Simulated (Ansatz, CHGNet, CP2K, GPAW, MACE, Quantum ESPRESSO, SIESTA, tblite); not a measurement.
# Codes compared on phosphorene, 3 layers, N on P sites (72 atoms)

How near do other programs and methods come to a plane-wave reference for phosphorene, 3 layers, N on P sites (72 atoms)? A plane-wave run serves as the reference.

Calculated with Quantum ESPRESSO 7.5; Kohn-Sham DFT, PBE, SSSP efficiency 1.3.0 pseudopotentials, plane waves.

## Step 1: Starting point

The cell holds 72 atoms: 48 P and 24 N. Cell: a = 10.340 Å, b = 9.102 Å, c = 29.176 Å, α = 90.0°, β = 90.0°, γ = 90.0°. It derives from P (phosphorene). 3 layers of phosphorene (a = 3.314 Å), 3 x 2 cells, biaxial strain +4 %, every second layer slid by 0.500 of a1; facing planes 3.38, 3.4 Å apart; 16 Å of vacuum; 24 of 72 P replaced by N at random; displaced by a Gaussian of 0.02 Å. Then every atom was moved at random, 0.02 Å r.m.s. a Cartesian component. Regions: layer 1, 24 atoms (18 P and 6 N); layer 2, 24 atoms (9 N and 15 P); layer 3, 24 atoms (9 N and 15 P). Vacuum lies along c.

## Step 2: Reference: Quantum ESPRESSO, plane waves

pw.in

```
&control
  calculation = 'scf'
  pseudo_dir = './pseudo'
  outdir = './tmp'
  disk_io = 'none'
  tprnfor = .true.
/
&system
  ibrav = 0
  nat = 72
  ntyp = 2
  ecutwfc = 60
  ecutrho = 480
  nosym = .true.
  occupations = 'smearing'
  smearing = 'fd'
  degauss = 0.003675
/
&electrons
  conv_thr = 3.6e-07
  electron_maxstep = 100
  mixing_beta = 0.2
  mixing_mode = 'local-TF'
  diagonalization = 'david'
/
ATOMIC_SPECIES
P 30.974 P.upf
N 14.007 N.upf
CELL_PARAMETERS angstrom
10.33970 0.00000 0.00000
0.00000 9.10210 0.00000
0.00000 0.00000 29.17600
ATOMIC_POSITIONS crystal
P 0.99481 0.04209 0.34796
P 0.00049 0.95781 0.27441
N 0.17120 0.20782 0.34874
P 0.16800 0.29084 0.27188
P 0.99838 0.53694 0.34699
P 0.99876 0.45609 0.27314
P 0.16999 0.70774 0.34744
P 0.17123 0.79421 0.27364
P 0.33417 0.03473 0.34767
P 0.33423 0.95896 0.27314
P 0.50178 0.21276 0.34863
P 0.50288 0.29094 0.27336
[... 56 atom lines left out ...]
P 0.66494 0.54009 0.72563
N 0.66646 0.45775 0.65445
P 0.83297 0.71243 0.72531
N 0.83253 0.79226 0.65363
K_POINTS gamma
```

Command:

```bash
> OMP_NUM_THREADS=1 pw.x -in pw.in > output.txt
```

The program printed:

```text
Program PWSCF
     gamma-point specific algorithms are used
     sticks:   dense  smooth     PW     G-vecs:    dense   smooth      PW
     Sum       12815    6433   1611              3290407  1163619  145341
     bravais-lattice index     =            0
     lattice parameter (alat)  =      19.5392  a.u.
     unit-cell volume          =   18529.8495 (a.u.)^3
     number of atoms/cell      =           72
     number of atomic types    =            2
     number of electrons       =       360.00
     number of Kohn-Sham states=          216
     kinetic-energy cutoff     =      60.0000  Ry
     charge density cutoff     =     480.0000  Ry
     scf convergence threshold =      3.6E-07
     mixing beta               =       0.2000
[... lines left out ...]
     number of k points=     1  Fermi-Dirac smearing, width (Ry)=  0.0037
[... lines left out ...]
     total energy              =   -1151.78010133 Ry
[... lines left out ...]
     total energy              =   -1151.08243159 Ry
[... lines left out ...]
     total energy              =   -1151.87910079 Ry
[... lines left out ...]
     c_bands:  1 eigenvalues not converged
[... lines left out ...]
     c_bands:  1 eigenvalues not converged
[... lines left out ...]
     c_bands:  1 eigenvalues not converged
[... lines left out ...]
     total energy              =   -1151.96080612 Ry
[... lines left out ...]
     iteration # 30     ecut=    60.00 Ry     beta= 0.20
[...]
total energy              =   -1151.96080622 Ry
     estimated scf accuracy    <       0.00000050 Ry
     iteration # 31     ecut=    60.00 Ry     beta= 0.20
     negative rho (up, down):  2.859E-04 0.000E+00
     End of self-consistent calculation
          k = 0.0000 0.0000 0.0000 ( 72671 PWs)   bands (ev):
   -14.9368 -14.8897 -14.8135 -14.4093 -14.2629 -14.2585 -14.2418 -14.1751
   -14.1138 -14.0697 -14.0610 -14.0055 -13.9681 -13.8740 -13.8327 -13.7664
   -13.7533 -13.6488 -13.6249 -13.6111 -13.3848 -13.3515 -13.2532 -13.2448
[...]
0.9722   0.9862   1.0202   1.0853   1.0935   1.1410   1.2133   1.2502
     1.3081   1.3427   1.3904   1.4114   1.4375   1.4763   1.5260   1.5614
     the Fermi energy is    -0.5557 ev
!    total energy              =   -1151.96080607 Ry
     estimated scf accuracy    <       0.00000036 Ry
     smearing contrib. (-TS)   =      -0.00158213 Ry
     internal energy E=F+TS    =   -1151.95922394 Ry
     The total energy is F=E-TS. E is the sum of the following terms:
     one-electron contribution =   -9034.60159083 Ry
     hartree contribution      =    4611.10771705 Ry
     xc contribution           =    -322.10121830 Ry
     ewald contribution        =    3593.63586814 Ry
     convergence has been achieved in  31 iterations
     negative rho (up, down):  2.859E-04 0.000E+00
     Forces acting on atoms (cartesian axes, Ry/au):
     atom    1 type  1   force =     0.00529929    0.10340168   -0.01315524
     atom    2 type  1   force =    -0.00887620   -0.00620224    0.02018143
     atom    3 type  2   force =    -0.00830316   -0.07884557   -0.10757979
[...]
atom   71 type  1   force =    -0.00243608   -0.00753812   -0.09914590
     atom   72 type  2   force =     0.00279272    0.08412371    0.10154153
     Total force =     0.901426     Total SCF correction =     0.001010
     Message from routine punch:
     Nothing written, as per user request (disk_io='none')
```

Run time: 43 min. Hardware: 1 thread of Arm Neoverse V1, shared host; peak memory 10 GiB.

Banners, paths, timers and routine set-up lines are dropped from the logs unmarked, and long logs keep their key lines alone; longer cuts are marked.

Numbers from this run:

| Item | Value |
| --- | --- |
| r.m.s. force component | 1.577 eV/Å |
| longest force | 3.849 eV/Å |

## Step 3: Local order

Normalised to the volume that the atoms fill. g(r), total and by pair (bins of 0.1 Å):

```tsv
r (Å)	total	P-P	P-N	N-N
2.15	0.00	0.00	0.00	0.00
2.25	4.83	4.06	6.23	2.34
2.35	4.20	3.82	5.09	2.18
2.45	0.00	0.00	0.00	0.00
2.55	0.00	0.00	0.00	0.00
2.65	0.00	0.00	0.00	0.00
2.75	0.00	0.00	0.00	0.00
2.85	0.00	0.00	0.00	0.00
2.95	0.00	0.00	0.00	0.00
3.05	0.00	0.00	0.00	0.00
3.15	0.00	0.00	0.00	0.00
3.25	0.00	0.00	0.00	0.00
3.35	0.47	0.61	0.35	0.35
3.45	4.29	3.99	4.33	5.32
3.55	4.41	4.49	4.09	5.38
3.65	1.14	1.51	0.91	0.60
3.75	0.09	0.21	0.00	0.00
3.85	1.10	1.01	1.34	0.54
3.95	0.26	0.19	0.26	0.52
4.05	1.29	1.45	1.02	1.69
4.15	1.78	1.39	2.38	0.93
4.25	0.05	0.11	0.00	0.00
4.35	0.60	0.47	0.83	0.21
4.45	0.42	0.40	0.40	0.60
4.55	1.15	1.25	1.15	0.77
4.65	0.18	0.14	0.19	0.37
4.75	0.00	0.00	0.00	0.00
4.85	0.00	0.00	0.00	0.00
4.95	0.00	0.00	0.00	0.00
5.05	0.00	0.00	0.00	0.00
5.15	0.00	0.00	0.00	0.00
5.25	0.24	0.29	0.21	0.14
5.35	2.33	2.22	2.57	1.80
5.45	0.76	0.64	0.88	0.81
5.55	0.76	0.71	0.84	0.65
5.65	1.45	1.49	1.36	1.61
5.75	2.57	2.59	2.47	2.89
5.85	0.61	0.61	0.61	0.58
5.95	0.87	0.78	0.95	0.89
6.05	1.59	1.69	1.44	1.85
6.15	0.29	0.37	0.18	0.42
6.25	0.90	0.94	0.91	0.71
6.35	0.82	0.77	0.86	0.89
6.45	0.23	0.31	0.19	0.09
```

## Step 4: The ladder

The programs:
- CHGNet: machine-learned potential, published weights.
- CP2K 2026.2: Gaussian basis with GTH pseudopotentials and a plane-wave density; labels give functional, basis (MOLOPT sets; SR short-range, UZH the newer set with its own potentials), grid cutoff/relative cutoff and solver (OT: orbital transformation; TRS4, TC2, SIGN: linear-scaling purification with its sparsity filter), or its built-in tight binding.
- GPAW 26.7.0: PAW with atomic orbitals (LCAO), plane waves or a real-space grid of spacing h.
- MACE: machine-learned potential, published weights.
- SIESTA 5.4.2: numerical atomic orbitals, whose automatically made sets are far from complete, with PseudoDojo norm-conserving potentials that we converted to its format (checked against plane waves on the same files for H, C, O, Si, Ge and Ca alone); labels give functional, basis size, energy shift and mesh cutoff.
- tblite 0.8.0: extended tight binding, driven from Python.

All use the same cell and atoms; the electronic-structure runs use the same k-mesh, and an electronic temperature of 580 K (0.05 eV) where levels are smeared.

Differences are against the plane-wave reference, forces as r.m.s. over components; share is that over the reference's r.m.s. force, slope the least-squares factor from reference forces to these. Total energies of different programs have different zeros and aren't compared.

```tsv
run	Δ force, r.m.s. (meV/Å)	share (%)	slope	cores	CPU time	memory (GiB)
reference	-	-	-	1	43 min	10.0
CHGNet 0.3.0 potential	405	25.7	1.089	1	3.4 s	0.62
CHGNet r2SCAN potential	558	35.4	1.121	1	4 s	0.62
CP2K PBE, DZVP-UZH, 600/50 Ry, diagonalisation	56.9	3.61	0.978	2	9.7 min	7.3
CP2K PBE, TZVP-UZH, 600/50 Ry, diagonalisation	46.7	2.96	0.981	2	8.7 min	7.3
GPAW LDA, LCAO dzp, h 0.18 Å	95.8	6.07	1.019	1	2.2 min	1.9
GPAW PBE, LCAO dzp, h 0.18 Å	125	7.94	0.960	1	3 min	1.9
GPAW PBE, LCAO dzp, h 0.18 Å, other mixer settings	125	7.89	0.960	1	3 min	1.7
GPAW PBE, LCAO szp(dzp), h 0.18 Å (coarse)	481	30.5	0.879	1	2.6 min	1.9
GPAW PBE, grid h 0.2 Å	84.2	5.34	1.018	4	18 min	3.8
MACE MP-0b2 small potential	687	43.6	0.793	1	7.1 s	0.67
SIESTA PBE, DZP, shift 0.01 Ry, mesh 500 Ry	130	8.22	0.961	2	7.1 min	2.4
SIESTA PBE, TZP, shift 0.01 Ry, mesh 500 Ry	117	7.43	0.977	2	8.5 min	2.6
tblite GFN1-xTB	594	37.7	1.325	1	4.7 s	0.16
tblite GFN2-xTB	498	31.6	1.292	1	6.5 s	0.16
```

Rows marked coarse were listed beforehand as settings not expected to be converged; some can still land near the reference.

Times of the machine-learned potentials are mostly Python's start and the loading of weights.

CPU time is summed over cores on a shared host, where runs went side by side, so it is rough. Symmetry, cutoffs, thresholds, outputs and thread counts weren't matched or tuned between programs; memory under MPI is the largest rank's times the ranks.

Mean charges by element (e), by run and scheme:

```tsv
run	scheme	P	N
CP2K PBE, DZVP-UZH, 600/50 Ry, diagonalisation	Mulliken	+0.23	-0.46
CP2K PBE, DZVP-UZH, 600/50 Ry, diagonalisation	Hirshfeld	+0.09	-0.18
CP2K PBE, TZVP-UZH, 600/50 Ry, diagonalisation	Mulliken	+0.22	-0.44
CP2K PBE, TZVP-UZH, 600/50 Ry, diagonalisation	Hirshfeld	+0.09	-0.18
SIESTA PBE, DZP, shift 0.01 Ry, mesh 500 Ry	Hirshfeld	+0.08	-0.16
SIESTA PBE, TZP, shift 0.01 Ry, mesh 500 Ry	Hirshfeld	+0.08	-0.16
tblite GFN1-xTB	Mulliken	+0.14	-0.28
tblite GFN2-xTB	Mulliken	+0.12	-0.24
```

Within one program, basis, potentials and functional, energies share a zero. Each run against its twin at the usual cutoff or grid and solver:

```tsv
run	twin	Δ energy (meV/atom)	Δ force, r.m.s. (meV/Å)	CPU time over the twin's
GPAW PBE, LCAO dzp, h 0.18 Å, other mixer settings	LCAO dzp, h 0.18 Å	0	5.15	1
```

## Step 5: Outcome

| Item | Value |
| --- | --- |
| reference r.m.s. force component | 1.58 eV/Å |
| nearest in forces | CP2K PBE, TZVP-UZH, 600/50 Ry, diagonalisation, 3.0 % |
| farthest in forces | MACE MP-0b2 small potential, 44 % |
| cheapest electronic-structure run beside the reference | tblite GFN1-xTB, 4.7 s of CPU time |

**Reading.** PBE on plane waves or a grid with other potentials, cutoffs or grids, coarse settings apart, differs from the reference by 5.3 % (GPAW PBE, grid h 0.2 Å) of the r.m.s. force; this holds the reference's own error, so differences of a few per cent don't tell which side is nearer the exact PBE result. The PBE runs in local orbitals, coarse settings apart, differ by 3.0 % (CP2K PBE, TZVP-UZH, 600/50 Ry, diagonalisation) to 8.2 % (SIESTA PBE, DZP, shift 0.01 Ry, mesh 500 Ry); basis, grid and potentials can all enter. Tight binding differs by 32 % (tblite GFN2-xTB) to 38 % (tblite GFN1-xTB); it is another model, with fitted parameters of its own, and the xTB methods hold dispersion. Machine-learned potentials differ by 26 % (CHGNet 0.3.0 potential) to 44 % (MACE MP-0b2 small potential); they were trained on other programs' data, some at another functional. Among those trained on PBE data the slope goes as low as 0.79, which softening far from their training structures can give, though the reference's k-sampling is untested too. Rows with another functional or a dispersion term differ by 6.1 % (GPAW LDA, LCAO dzp, h 0.18 Å), which mixes the change of model with differences of basis and potentials. Runs with settings chosen to be coarse differ by 31 % (GPAW PBE, LCAO szp(dzp), h 0.18 Å), their programs' other errors included. Of the electronic-structure runs that take under half the reference's CPU time, CP2K PBE, TZVP-UZH, 600/50 Ry, diagonalisation comes nearest, at 3.0 % in 8.7 min against 43 min. Charges hang on model, scheme and program or settings: among these rows the mean for N runs from -0.46 to -0.16 e. Periodic xTB results under one method name differ between programs and library versions. Machine-learned potentials mimic data converged in k, so the reference's own k-point error enters their differences. The electronic-structure runs sample only Γ, in a cell whose shortest periodic width is 9 Å.

[Also dropped from logs without a mark: logging warnings of Python, and SIESTA's first energy breakdown and zero terms.]

[Logs are printed without paths, hosts, clocks, repeated set-up lines and the standing remarks that a program may print on its own settings, such as how far it seeks lower states.]

[Hosts, paths, dates, database ids (printed as entryN), source tags and the programs' standing remarks are cut or masked in the printed files.]
